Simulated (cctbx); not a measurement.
## A disordered crystal of nominal NdCr2Sn2

Cell a = 4.1770 Å, b = 4.1770 Å, c = 11.9000 Å, α = 90.00°, β = 90.00°, γ = 90.00°; space group I4/mmm (no. 139); nominal formula NdCr2Sn2.

The data are simulated with cctbx, not measured: Mo Kα, λ = 0.71073 Å, to d = 0.65 Å, 80 % of the full sphere, strongest reflection 5000 counts, noise from counting, a 6 % proportional error and a noise floor of 4 counts (s.d.); no absorption.

With every site full:

```text
Rint 0.055, 149 unique reflections to 0.65 A
cycle     R1     wR2    GooF  max shift (A)
   1  0.1391  0.3003   8.499   0.00040
   2  0.0156  0.0360   1.018   0.00000
final R1 0.0156 wR2 0.0360 GooF 1.018  parameters 7  data/parameter 21.3
atom        x        y        z      Ueq    occ   su(xyz)  su(Uiso or U11)
Nd1    0.00000  0.00000  0.00000   0.0082  1.000  0.00000  0.0002
Sn1    0.00000  0.00000  0.38193   0.0073  1.000  0.00004  0.0002
Cr1    0.50000  0.00000  0.25000   0.0157  1.000  0.00000  0.0004
difference map: max 1.05 min -1.40 rms 0.31
Q1    0.0000  0.2794  0.1238   16    1.06  1.76 A from Cr1
Q2    0.1643  0.1643  0.1798   16    0.79  1.77 A from Cr1
Q3    0.1035  0.2637  0.3335   32    0.72  1.32 A from Sn1
Q4    0.2136  0.2136  0.1263   16    0.68  1.69 A from Sn1
Q5    0.0000  0.0000  0.2747    4    0.68  1.28 A from Sn1
Q6    0.0000  0.0000  0.0268    4    0.66  0.32 A from Nd1
```

With the occupancies of the suspect sites free, each still typed as its main element:

```text
Rint 0.055, 149 unique reflections to 0.65 A
cycle     R1     wR2    GooF  max shift (A)
   1  0.0640  0.1495   4.247   0.00003
   9  0.0138  0.0324   0.919   0.00000
final R1 0.0138 wR2 0.0323 GooF 0.918  parameters 8  data/parameter 18.6
atom        x        y        z      Ueq    occ   su(xyz)  su(Uiso or U11)
Nd1    0.00000  0.00000  0.00000   0.0083  1.000  0.00000  0.0002
Sn1    0.00000  0.00000  0.38193   0.0074  1.000  0.00003  0.0001
Cr1    0.50000  0.00000  0.25000   0.0142  0.958  0.00000  0.0004
su of occupancy Cr1: 0.008
difference map: max 1.03 min -1.51 rms 0.29
Q1    0.0000  0.2763  0.1237   16    1.04  1.77 A from Cr1
Q2    0.1624  0.1624  0.1807   16    0.79  1.77 A from Cr1
Q3    0.1073  0.2669  0.3305   32    0.69  1.35 A from Sn1
Q4    0.2123  0.2123  0.1272   16    0.69  1.70 A from Sn1
Q5    0.0000  0.0000  0.2747    4    0.64  1.28 A from Sn1
Q6    0.0000  0.3159  0.4431   16    0.58  1.51 A from Sn1
```

**Question.** What is the disorder?

X-rays count electrons. Cr1 refines to 0.958(0.008), or 23.0 electrons; the site truly holds 0.97 Cr, 23.3 electrons, which is 0.970 of Cr. A value under 1 can't tell vacancies from a lighter guest, and one over 1 needs a heavier guest; chemistry or a second radiation must settle which. Occupancy correlates with U and the scale, so the match is approximate.

Freeing them takes R1 from 0.0156 to 0.0138 and GooF from 1.02 to 0.92.

The model was made for the exercise: a known structure type with other elements put in, its volume estimated, not relaxed; displacement parameters are assumed.

[Middle refinement cycles are left out of these outputs.]

[Logs are printed without paths, hosts, clocks, repeated set-up lines and the standing remarks that a program may print on its own settings, such as how far it seeks lower states.]
